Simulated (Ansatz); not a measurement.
# La on Pt(111): change of the work function, part 2 of 3

Wanted: Δφ(θ) for La/Pt(111), starting from the fcc site.

Ansatz 0.2.0; plane-wave DFT, PBE, Ansatz PAW.

So far, work function, upper face (eV): step 2 (the clean slab) 5.70.

## (3) Adsorbate added, k-mesh 4×4×1, coverage 0.111 ML

System of this step: La/Pt(111). The cell holds 37 atoms: 36 Pt and 1 La. Its edges and angles: a = 8.316 Å, b = 8.316 Å, c = 28.055 Å, α = 90.0°, β = 90.0°, γ = 60.0°. Vacuum lies along c.

The clean slab as it ended is repeated in the plane and the adsorbate is set on one face; the cell's size fixes the coverage, and the k-mesh shrinks with it to keep the sampling density about even. Adsorbate and upper layers relax, since the dipole depends on the height.

Input file input.yaml:

```yaml
crystal:
  lattice:
    - [8.3155757468, 1.0e-10, 0.0]
    - [4.1577878733, 7.2014998438, 0.0]
    - [0.0, 0.0, 28.0551467271]
  atoms:
    - { symbol: Pt, position: [0.0, 0.0, 0.3207967539] }
    - { symbol: Pt, position: [0.1111111111, 0.1111111111, 0.4014669096] }
    - { symbol: Pt, position: [0.2222222222, 0.2222222222, 0.4836892383] }
    - { symbol: Pt, position: [0.0, 0.0, 0.566936741] }
    - { symbol: Pt, position: [0.0, 0.3333333333, 0.3207967539] }
    - { symbol: Pt, position: [0.1111111111, 0.4444444444, 0.4014669096] }
    - { symbol: Pt, position: [0.2222222222, 0.5555555556, 0.4836892383] }
    - { symbol: Pt, position: [0.0, 0.3333333333, 0.566936741] }
    - { symbol: Pt, position: [0.0, 0.6666666667, 0.3207967539] }
    - { symbol: Pt, position: [0.1111111111, 0.7777777778, 0.4014669096] }
    - { symbol: Pt, position: [0.2222222222, 0.8888888889, 0.4836892383] }
    - { symbol: Pt, position: [0.0, 0.6666666667, 0.566936741] }
    - { symbol: Pt, position: [0.3333333333, 0.0, 0.3207967539] }
    - { symbol: Pt, position: [0.4444444444, 0.1111111111, 0.4014669096] }
    - { symbol: Pt, position: [0.5555555556, 0.2222222222, 0.4836892383] }
    - { symbol: Pt, position: [0.3333333333, 0.0, 0.566936741] }
    - { symbol: Pt, position: [0.3333333333, 0.3333333333, 0.3207967539] }
    - { symbol: Pt, position: [0.4444444444, 0.4444444444, 0.4014669096] }
    - { symbol: Pt, position: [0.5555555556, 0.5555555556, 0.4836892383] }
    - { symbol: Pt, position: [0.3333333333, 0.3333333333, 0.566936741] }
    - { symbol: Pt, position: [0.3333333333, 0.6666666667, 0.3207967539] }
    - { symbol: Pt, position: [0.4444444444, 0.7777777778, 0.4014669096] }
    - { symbol: Pt, position: [0.5555555556, 0.8888888889, 0.4836892383] }
    - { symbol: Pt, position: [0.3333333333, 0.6666666667, 0.566936741] }
    - { symbol: Pt, position: [0.6666666667, 0.0, 0.3207967539] }
    - { symbol: Pt, position: [0.7777777778, 0.1111111111, 0.4014669096] }
    - { symbol: Pt, position: [0.8888888889, 0.2222222222, 0.4836892383] }
    - { symbol: Pt, position: [0.6666666667, 0.0, 0.566936741] }
    - { symbol: Pt, position: [0.6666666667, 0.3333333333, 0.3207967539] }
    - { symbol: Pt, position: [0.7777777778, 0.4444444444, 0.4014669096] }
    - { symbol: Pt, position: [0.8888888889, 0.5555555556, 0.4836892383] }
    - { symbol: Pt, position: [0.6666666667, 0.3333333333, 0.566936741] }
    - { symbol: Pt, position: [0.6666666667, 0.6666666667, 0.3207967539] }
    - { symbol: Pt, position: [0.7777777778, 0.7777777778, 0.4014669096] }
    - { symbol: Pt, position: [0.8888888889, 0.8888888889, 0.4836892383] }
    - { symbol: Pt, position: [0.6666666667, 0.6666666667, 0.566936741] }
    - { symbol: La, position: [0.1111111111, 0.1111111111, 0.6792032461] }
kpoints:
  mp_grid: { grid: [4, 4, 1] }
hamiltonian:
  xc: pbe
scf:
  occupations: { method: fermi_dirac, width: 0.1 }
  convergence: { dr2_threshold: 1.0e-08 }
efield:
  axis: 3
  dipole_correction: true
  ramp_position: 0.97
  ramp_width: 0.06
relax:
  f_tol: 0.02
  max_steps: 60
  constraints:
    - { sites: [0, 1, 4, 5, 8, 9, 12, 13, 16, 17, 20, 21, 24, 25, 28, 29, 32, 33] }
output:
  write_potential: true
  write_density: true
  volumetric_format: npy
```

The run is started by

```bash
$ ansatz run input.yaml --threads 4 --pin off --max-ram 16384MiB --backend cpu --events-out ev --progress --plain --runs-dir out
```

Numbers of over 12 decimals in the logs are rounded to 6 here.

The program printed:

```text
[...]
Crystal: 37 atoms, lattice volume = 1680.072 Å³
Basis set: ecut = 420 eV, 32841 PW (Γ), exchange–correlation on 120×120×384 points (8 copies of the dense FFT grid, shifted against one another)
Bands: 396, of which v1, the nominal top of the filled ones, is band 330 counted from 1 (329 counted from 0)
Symmetry: 6 space group operations
[...]
k-points: 4 of 16 (time reversal used)
[...]
SCF iter   1: F=—  HF=-457069.458402 eV  |F-HF|=—  |Δ(HF+E_count)|=         —  Δρ=2.73e-2  dr2=5.43e1  ethr=1.77e-3  p=1.018 e·Å  D=1.10e-1 V/Å  ΔV_dip=-3.08 eV  dr2_dipole=4.93e0  V_vac-E_F(+/−)=2.14/5.22 eV  ⟨swp⟩=7.2  Hψ=6254  notcnv=0  defer=53
[...]
SCF iter  15: F=-457069.137898 eV  HF=-457069.137898 eV  |F-HF|=2.97e-9  |Δ(HF+E_count)|=   1.19e-8  Δρ=2.64e-7  dr2=6.63e-9  ethr=1.52e-12  p=1.062 e·Å  D=1.14e-1 V/Å  ΔV_dip=-3.21 eV  dr2_dipole=6.33e-10  V_vac-E_F(+/−)=2.45/5.66 eV  ⟨swp⟩=7.2  Hψ=9771  notcnv=0
SCF 1 converged in 15 iterations: F = -457069.137898 eV  dr2 = 6.63e-9
[...]
relax step   1: F+E_penalty+E_count = -457069.13789812 eV  Δ(F+E_penalty+E_count) = +0.000e0 eV  max|allowed force component| = 3.717e0 eV/Å  Δτ_max = 0.0000 Å  (15 SCF iters, accepted)
[...]
SCF iter  11: F=-457070.071177 eV  HF=-457070.071177 eV  |F-HF|=3.78e-9  |Δ(HF+E_count)|=  8.15e-10  Δρ=5.32e-7  dr2=9.52e-9  ethr=1.52e-12  p=1.118 e·Å  D=1.20e-1 V/Å  ΔV_dip=-3.38 eV  dr2_dipole=4.33e-10  V_vac-E_F(+/−)=2.28/5.66 eV  ⟨swp⟩=8.0  Hψ=11161  notcnv=0
SCF 2 converged in 11 iterations: F = -457070.071177 eV  dr2 = 9.52e-9
[...]
relax step   2: F+E_penalty+E_count = -457070.07117744 eV  Δ(F+E_penalty+E_count) = -9.333e-1 eV  max|allowed force component| = 4.081e0 eV/Å  Δτ_max = 0.1949 Å  (11 SCF iters, accepted)
SCF iter   1: F=—  HF=-457071.069839 eV  |F-HF|=—  |Δ(HF+E_count)|=         —  Δρ=2.78e-3  dr2=1.70e-1  ethr=3.58e-4  p=1.118 e·Å  D=1.20e-1 V/Å  ΔV_dip=-3.38 eV  dr2_dipole=1.03e-3  V_vac-E_F(+/−)=2.29/5.67 eV  ⟨swp⟩=4.2  Hψ=3404  notcnv=0  defer=87
[...]
SCF iter  12: F=-457071.045028 eV  HF=-457071.045028 eV  |F-HF|=4.13e-9  |Δ(HF+E_count)|=   1.41e-8  Δρ=2.68e-7  dr2=3.11e-9  ethr=1.52e-12  p=1.164 e·Å  D=1.25e-1 V/Å  ΔV_dip=-3.52 eV  dr2_dipole=5.12e-11  V_vac-E_F(+/−)=2.14/5.66 eV  ⟨swp⟩=9.0  Hψ=10104  notcnv=0
SCF 3 converged in 12 iterations: F = -457071.045028 eV  dr2 = 3.11e-9
relax step   3: F+E_penalty+E_count = -457071.04502847 eV  Δ(F+E_penalty+E_count) = -9.739e-1 eV  max|allowed force component| = 4.049e0 eV/Å  Δτ_max = 0.1952 Å  (12 SCF iters, accepted)
[...]
relax step   4: F+E_penalty+E_count = -457071.87355020 eV  Δ(F+E_penalty+E_count) = -8.285e-1 eV  max|allowed force component| = 3.123e0 eV/Å  Δτ_max = 0.1923 Å  (11 SCF iters, accepted)
[...]
relax step   5: F+E_penalty+E_count = -457072.32441625 eV  Δ(F+E_penalty+E_count) = -4.509e-1 eV  max|allowed force component| = 6.421e-1 eV/Å  Δτ_max = 0.1992 Å  (12 SCF iters, accepted)
[...]
relax step   6: F+E_penalty+E_count = -457072.37361571 eV  Δ(F+E_penalty+E_count) = -4.920e-2 eV  max|allowed force component| = 3.337e-1 eV/Å  Δτ_max = 0.2000 Å  (13 SCF iters, accepted)
[...]
relax step   7: F+E_penalty+E_count = -457072.41809191 eV  Δ(F+E_penalty+E_count) = -4.448e-2 eV  max|allowed force component| = 7.496e-2 eV/Å  Δτ_max = 0.0668 Å  (12 SCF iters, accepted)
[...]
relax step   8: F+E_penalty+E_count = -457072.41906329 eV  Δ(F+E_penalty+E_count) = -9.714e-4 eV  max|allowed force component| = 2.977e-2 eV/Å  Δτ_max = 0.0070 Å  (9 SCF iters, accepted)
SCF iter   1: F=—  HF=-457072.420667 eV  |F-HF|=—  |Δ(HF+E_count)|=         —  Δρ=4.79e-5  dr2=1.89e-4  ethr=6.93e-8  p=1.019 e·Å  D=1.10e-1 V/Å  ΔV_dip=-3.08 eV  dr2_dipole=6.99e-5  V_vac-E_F(+/−)=2.57/5.65 eV  ⟨swp⟩=2.2  Hψ=2660  notcnv=0  defer=101
[...]
SCF iter   7: F=-457072.419103 eV  HF=-457072.419103 eV  |F-HF|=1.28e-8  |Δ(HF+E_count)|=   7.14e-8  Δρ=3.64e-7  dr2=5.62e-9  ethr=1.52e-12  p=1.021 e·Å  D=1.10e-1 V/Å  ΔV_dip=-3.08 eV  dr2_dipole=7.12e-11  V_vac-E_F(+/−)=2.57/5.65 eV  ⟨swp⟩=9.0  Hψ=10056  notcnv=0
SCF 9 converged in 7 iterations: F = -457072.419103 eV  dr2 = 5.62e-9
relax step   9: F+E_penalty+E_count = -457072.41910253 eV  Δ(F+E_penalty+E_count) = -3.925e-5 eV  max|allowed force component| = 1.776e-3 eV/Å  Δτ_max = 0.0016 Å  (7 SCF iters, accepted)
NSCF: frozen V_eff on 4 k-points
[...]
WARN: The output density's exchange-correlation potential varies sharply where the density is thin. Do not read a vacuum level from v_tot or v_xc, or from such a field of the output density. On a cell that repeats whose density bears no net charge and no dipole along the vacuum's axis use v_es (v_loc + v_h of the components); under efield.dipole_correction with no amplitude use v_es + v_field, which holds any externa [...]
SCF converged after 7 iterations
Free energy (F): -457072.419103 eV
[...]
Internal energy: -457070.541378 eV  (E = F + TS)
E sigma→0 (E₀):  -457071.480240 eV
Entropy (-TS):   -1.877724 eV (-50.749 meV/atom)
Fermi energy:    5.098083 eV
Dipole field:    D = 0.109942 V/Å  (p = 1.020777 e·Å, saw-weighted, corrected)
Work function:   Φ+ = 2.5690 eV   Φ− = 5.6535 eV
[...]
--- Forces (eV/Å), atoms counted from 1 ---
  atom   1  Pt     0.00881899     0.00509164    -0.49123566
  atom   2  Pt     0.00000000     0.00000000     0.62798054
  atom   3  Pt    -0.00004302    -0.00002484    -0.00005240
  atom   4  Pt     0.00009021     0.00005208     0.00045055
  atom   5  Pt     0.00000000    -0.01018329    -0.49123566
  atom   6  Pt     0.01029985     0.00881025     0.50937479
  atom   7  Pt     0.00021677    -0.00012515     0.00011498
  atom   8  Pt     0.00000000    -0.00010416     0.00045055
  atom   9  Pt     0.00321211    -0.00185451    -0.49462262
  atom  10  Pt    -0.00247997    -0.01332506     0.50937479
  atom  11  Pt    -0.00000000     0.00004968    -0.00005240
  atom  12  Pt     0.00020685    -0.00011943     0.00005593
  atom  13  Pt    -0.00881899     0.00509164    -0.49123566
  atom  14  Pt     0.01277982     0.00451481     0.50937479
  atom  15  Pt    -0.00000000     0.00025030     0.00011498
  atom  16  Pt    -0.00009021     0.00005208     0.00045055
  atom  17  Pt    -0.00157309    -0.00090823    -0.47054805
  atom  18  Pt     0.00000000     0.00000000     0.59545261
  atom  19  Pt    -0.00021677    -0.00012515     0.00011498
  atom  20  Pt    -0.00008069    -0.00004659    -0.00030362
  atom  21  Pt    -0.00000000     0.00181645    -0.47054805
  atom  22  Pt     0.00247997    -0.01332506     0.50937479
  atom  23  Pt    -0.00042289     0.00024416     0.00033653
  atom  24  Pt    -0.00000000     0.00009317    -0.00030362
  atom  25  Pt    -0.00000000     0.00370902    -0.49462262
  atom  26  Pt    -0.01277982     0.00451481     0.50937479
  atom  27  Pt     0.00004302    -0.00002484    -0.00005240
  atom  28  Pt    -0.00000000     0.00023885     0.00005593
  atom  29  Pt     0.00157309    -0.00090823    -0.47054805
  atom  30  Pt    -0.01029985     0.00881025     0.50937479
  atom  31  Pt     0.00000000    -0.00048832     0.00033653
  atom  32  Pt     0.00008069    -0.00004659    -0.00030362
  atom  33  Pt    -0.00321211    -0.00185451    -0.49462262
  atom  34  Pt     0.00000000     0.00000000     0.08948873
  atom  35  Pt     0.00042289     0.00024416     0.00033653
  atom  36  Pt    -0.00020685    -0.00011943     0.00005593
  atom  37  La    -0.00000000    -0.00000000    -0.00177630
  max |Σ_I F_I| component: 1.88e-5 eV/Å
--- Band table (eV) ---
  k-point 0: bands = [... 326 lower, 4.7029, 4.7128, 4.7128, 4.7219, 4.7219, 4.7353, 4.7842, 4.7842, ... 62 higher]
  k-point 1: bands = [... 326 lower, 4.9465, 4.9491, 5.0102, 5.0306, 5.0869, 5.1388, 5.1428, 5.1718, ... 62 higher]
  k-point 2: bands = [... 326 lower, 5.0621, 5.0675, 5.0775, 5.0906, 5.2961, 5.3544, 5.3722, 5.3806, ... 62 higher]
  k-point 3: bands = [... 326 lower, 5.0694, 5.1405, 5.1605, 5.1864, 5.1876, 5.2023, 5.2097, 5.2465, ... 62 higher]
--- Relaxed structure (9 steps of the walk, 9 accepted, 0 SCFs on fresh bases) ---
  F+E_penalty+E_count = -457072.41910253 eV   max|allowed force component| = 1.776e-3 eV/Å
  atoms:
    - { symbol: Pt, position: [1.1111113280699717e-11, 1.1111113280699722e-11, 0.320797] }
    - { symbol: Pt, position: [0.111111, 0.111111, 0.4014669096] }
    - { symbol: Pt, position: [0.222137, 0.222137, 0.484530] }
    - { symbol: Pt, position: [-0.00344059, -0.00344059, 0.569744] }
    - { symbol: Pt, position: [1.1111084274872951e-11, 0.333333, 0.320797] }
    - { symbol: Pt, position: [0.111111, 0.444444, 0.4014669096] }
    - { symbol: Pt, position: [0.222621, 0.555356, 0.484419] }
    - { symbol: Pt, position: [-0.00344059, 0.340215, 0.569744] }
    - { symbol: Pt, position: [-2.2222279572048365e-11, 0.666667, 0.320797] }
    - { symbol: Pt, position: [0.111111, 0.777778, 0.4014669096] }
    - { symbol: Pt, position: [0.222137, 0.889059, 0.484530] }
    - { symbol: Pt, position: [-0.000414961, 0.666874, 0.567997] }
    - { symbol: Pt, position: [0.333333, 1.111111328069972e-11, 0.320797] }
    - { symbol: Pt, position: [0.444444, 0.111111, 0.4014669096] }
    - { symbol: Pt, position: [0.555356, 0.222621, 0.484419] }
    - { symbol: Pt, position: [0.340215, -0.00344059, 0.569744] }
    - { symbol: Pt, position: [0.333333, 0.333333, 0.320797] }
    - { symbol: Pt, position: [0.444444, 0.444444, 0.4014669096] }
    - { symbol: Pt, position: [0.555356, 0.555356, 0.484419] }
    - { symbol: Pt, position: [0.334009, 0.334009, 0.568912] }
    - { symbol: Pt, position: [0.333333, 0.666667, 0.320797] }
    - { symbol: Pt, position: [0.444444, 0.777778, 0.4014669096] }
    - { symbol: Pt, position: [0.556014, 0.888659, 0.483540] }
    - { symbol: Pt, position: [0.334009, 0.665316, 0.568912] }
    - { symbol: Pt, position: [0.666667, -2.2222204306928902e-11, 0.320797] }
    - { symbol: Pt, position: [0.777778, 0.111111, 0.4014669096] }
    - { symbol: Pt, position: [0.889059, 0.222137, 0.484530] }
    - { symbol: Pt, position: [0.666874, -0.000414961, 0.567997] }
    - { symbol: Pt, position: [0.666667, 0.333333, 0.320797] }
    - { symbol: Pt, position: [0.777778, 0.444444, 0.4014669096] }
    - { symbol: Pt, position: [0.888659, 0.556014, 0.483540] }
    - { symbol: Pt, position: [0.665316, 0.334009, 0.568912] }
    - { symbol: Pt, position: [0.666667, 0.666667, 0.320797] }
    - { symbol: Pt, position: [0.777778, 0.777778, 0.4014669096] }
    - { symbol: Pt, position: [0.888659, 0.888659, 0.483540] }
    - { symbol: Pt, position: [0.666874, 0.666874, 0.567997] }
    - { symbol: La, position: [0.111111, 0.111111, 0.645836] }
```

Run time: 26 min. Hardware: 4 threads of Arm Neoverse V1, shared host; peak memory 11 GiB.

Relaxation path:

| step | energy less that of the first step (eV) | largest force component (eV/Å) |
| --- | --- | --- |
| 1 | 0.0000 | 3.7170 |
| 2 | -0.9333 | 4.0806 |
| 3 | -1.9071 | 4.0487 |
| 4 | -2.7357 | 3.1232 |
| 5 | -3.1865 | 0.6421 |
| 6 | -3.2357 | 0.3337 |
| 7 | -3.2802 | 0.0750 |
| 8 | -3.2812 | 0.0298 |
| 9 | -3.2812 | 0.0018 |

Forces are held to the 6 operations that the run works with; a distortion that breaks them can't arise in this run.

The atoms that moved most (Å):

```csv
atom,dx,dy,dz,length
La37,0.000,0.000,-0.936,0.936
Pt4,-0.043,-0.025,0.079,0.093
Pt16,0.043,-0.025,0.079,0.093
Pt8,0.000,0.050,0.079,0.093
Pt24,0.000,-0.010,0.055,0.056
Pt20,0.008,0.005,0.055,0.056
Pt32,-0.008,0.005,0.055,0.056
Pt36,0.003,0.001,0.030,0.030
```

The relaxed structure:

```
Pt La
1.0
     8.31558    0.00000    0.00000
     4.15779    7.20150    0.00000
     0.00000    0.00000   28.05515
Pt La
36 1
Direct
  0.00000 0.00000 0.32080
  0.11111 0.11111 0.40147
  0.22214 0.22214 0.48453
  0.99656 0.99656 0.56974
  0.00000 0.33333 0.32080
  0.11111 0.44444 0.40147
  0.22262 0.55536 0.48442
  0.99656 0.34021 0.56974
  0.00000 0.66667 0.32080
  0.11111 0.77778 0.40147
  0.22214 0.88906 0.48453
  0.99959 0.66687 0.56800
  0.33333 0.00000 0.32080
  0.44444 0.11111 0.40147
  0.55536 0.22262 0.48442
  0.34021 0.99656 0.56974
  0.33333 0.33333 0.32080
  0.44444 0.44444 0.40147
  0.55536 0.55536 0.48442
  0.33401 0.33401 0.56891
  0.33333 0.66667 0.32080
  0.44444 0.77778 0.40147
  0.55601 0.88866 0.48354
  0.33401 0.66532 0.56891
  0.66667 0.00000 0.32080
  0.77778 0.11111 0.40147
  0.88906 0.22214 0.48453
  0.66687 0.99959 0.56800
  0.66667 0.33333 0.32080
  0.77778 0.44444 0.40147
  0.88866 0.55601 0.48354
  0.66532 0.33401 0.56891
  0.66667 0.66667 0.32080
  0.77778 0.77778 0.40147
  0.88866 0.88866 0.48354
  0.66687 0.66687 0.56800
  0.11111 0.11111 0.64584
```

Numbers from this step:

```
energy at zero smearing        : -457071.4802 eV
work function, upper face      : 2.569 eV
work function, lower face      : 5.653 eV
dipole along the normal        : 1.021 e·Å
step between the vacuum levels : -3.084 eV
```

Running mean over 2.263 Å of the planar mean; the ramp of the sawtooth is left out. Table of electron's electrostatic potential energy less the Fermi level by z:

z (Å), electron's electrostatic potential energy less the Fermi level (eV) and a bar from the least value:
```
        4        5.7 ##############################
        5        5.6 ##############################
        6        5.6 ##############################
        7        4.6 ############################
        8       -5.0 ############
        9      -11.6 #
       10      -12.1 
       11      -12.2 
       12      -11.7 #
       13      -11.8 #
       14      -11.7 #
       15      -10.7 ##
       16      -11.6 #
       17       -6.1 ##########
       18        1.1 ######################
       19        1.5 #######################
       20        2.3 ########################
       21        2.5 #########################
       22        2.6 #########################
       23        2.6 #########################
       24        2.6 #########################
```

The relaxation took 9 steps and lowered the energy by 3.3 eV; the largest force on the free atoms ends at 0.0018 eV/Å.

The covered face has 2.57 eV, -3.13 eV against the clean one; the bare back face has moved by -0.02 eV, a measure of how thin the slab is.

[end of part 2 of 3]

[Logs are printed without paths, hosts, clocks, repeated set-up lines and the standing remarks that a program may print on its own settings, such as how far it seeks lower states.]

[Hosts, paths, dates, database ids (printed as entryN), source tags and the programs' standing remarks are cut or masked in the printed files.]

[Maps of the electrostatic potential energy from Ansatz leave out the sawtooth potential of an applied field or a dipole correction, so their vacuum need not be flat; planar profiles and work functions include it.]
